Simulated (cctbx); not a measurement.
# Reading a Patterson map

Space group P2_1/c (no. 14), a = 11.9970 Å, b = 11.0830 Å, c = 6.6610 Å, α = 90.00°, β = 103.68°, γ = 90.00°, content Ge8 Co4 S24 Mg4.

The data are simulated with cctbx, not measured: Mo Kα, λ = 0.71073 Å, to d = 0.7 Å, 80 % of the full sphere, strongest reflection 20000 counts, noise from counting, a 3 % proportional error and a noise floor of 15 counts (s.d.); no absorption, some extinction.

Patterson synthesis, origin scaled to 1000:

```text
Patterson group P 1 2/m 1
      u       v       w   height  length (A)
  0.000   0.000   0.000   1000.0     0.00
  0.000   0.181   0.500    477.5     3.89
  0.489   0.500   0.427    413.3     8.08
  0.294   0.000   0.790    385.4     4.08
  0.412   0.000   0.432    326.2     5.09
  0.295   0.186   0.293    259.1     4.15
  0.489   0.317   0.924    229.7     6.96
  0.218   0.500   0.786    204.3     6.43
  0.195   0.500   0.636    184.0     6.69
  0.182   0.000   0.077    177.0     2.12
  0.082   0.500   0.019    173.6     5.62
  0.100   0.500   0.142    170.9     5.70
  0.410   0.181   0.936    166.7     5.42
  0.110   0.000   0.715    155.6     2.56
```

Q: Assign the vectors.

A peak at u stands for all pairs with xi − xj = u, with weight Σ ZiZj against Σ Z² = 17828 at the origin. Peak heights follow these weights only roughly, since form factors, motion and series ripples differ, all vectors within 0.55 Å of a peak are counted as merged into it though the farther ones add only part of their weight, and F(000) is left out, which lowers the whole map:

| u | v | w | shortest length (Å) | height | 1000 ΣZiZj/ΣZ² | pairs in the cell |
| --- | --- | --- | --- | --- | --- | --- |
| 0.000 | 0.181 | 0.500 | 3.89 | 478 | 585 | 4 × Ge–Ge, 14 × S–S, 2 × Co–Co, 4 × Co–Mg |
| 0.489 | 0.500 | 0.427 | 8.08 | 413 | 443 | 4 × Ge–Ge, 8 × S–S, 2 × Co–Co, 2 × Mg–Mg |
| 0.294 | 0.000 | 0.790 | 4.09 | 385 | 388 | 8 × Ge–Co |
| 0.412 | 0.000 | 0.432 | 5.10 | 326 | 503 | 4 × Ge–Ge, 8 × Ge–S, 4 × S–Mg |
| 0.295 | 0.186 | 0.293 | 4.16 | 259 | 280 | 4 × Ge–Co, 4 × Ge–Mg |
| 0.489 | 0.317 | 0.924 | 6.96 | 230 | 307 | 2 × Ge–Ge, 8 × S–S, 1 × Co–Co, 2 × Co–Mg |
| 0.218 | 0.500 | 0.786 | 6.43 | 204 | 223 | 4 × Ge–Co, 2 × S–S |
| 0.195 | 0.500 | 0.636 | 6.69 | 184 | 194 | 4 × Ge–Co |
| 0.182 | 0.000 | 0.077 | 2.12 | 177 | 230 | 8 × Ge–S |
| 0.082 | 0.500 | 0.019 | 5.62 | 174 | 230 | 4 × Ge–S, 2 × Ge–Ge |

The table stops at ten peaks or at a height of 45, below which ripples compete. In the model behind the data Ge, the heaviest element, has 2 independent sites: (0.4622, 0.8436, 0.7446) and (0.0495, 0.8397, 0.3250), up to an allowed shift of origin; the Ge–Ge vectors are differences of these positions and their symmetry mates. The whole model:

| atom | mult. | x | y | z | Ueq (Å²) |
| --- | --- | --- | --- | --- | --- |
| Ge1 | 4 | 0.4622 | 0.8436 | 0.7446 | 0.0120 |
| Ge2 | 4 | 0.0495 | 0.8397 | 0.3250 | 0.0124 |
| Co1 | 4 | 0.2447 | 0.1509 | 0.4608 | 0.0195 |
| S1 | 4 | 0.6441 | 0.8409 | 0.8290 | 0.0331 |
| S2 | 4 | 0.8681 | 0.8415 | 0.2539 | 0.0210 |
| S3 | 4 | 0.1446 | 0.5134 | 0.7383 | 0.0249 |
| S4 | 4 | 0.3740 | 0.4794 | 0.1957 | 0.0245 |
| S5 | 4 | 0.1079 | 0.8201 | 0.6688 | 0.0257 |
| S6 | 4 | 0.3917 | 0.7891 | 0.0027 | 0.0242 |
| Mg1 | 4 | 0.2425 | 0.9895 | 0.9435 | 0.0199 |

The model was made for the exercise: a known structure type with other elements put in, its volume estimated, not relaxed; displacement parameters are assumed.

[Logs are printed without paths, hosts, clocks, repeated set-up lines and the standing remarks that a program may print on its own settings, such as how far it seeks lower states.]
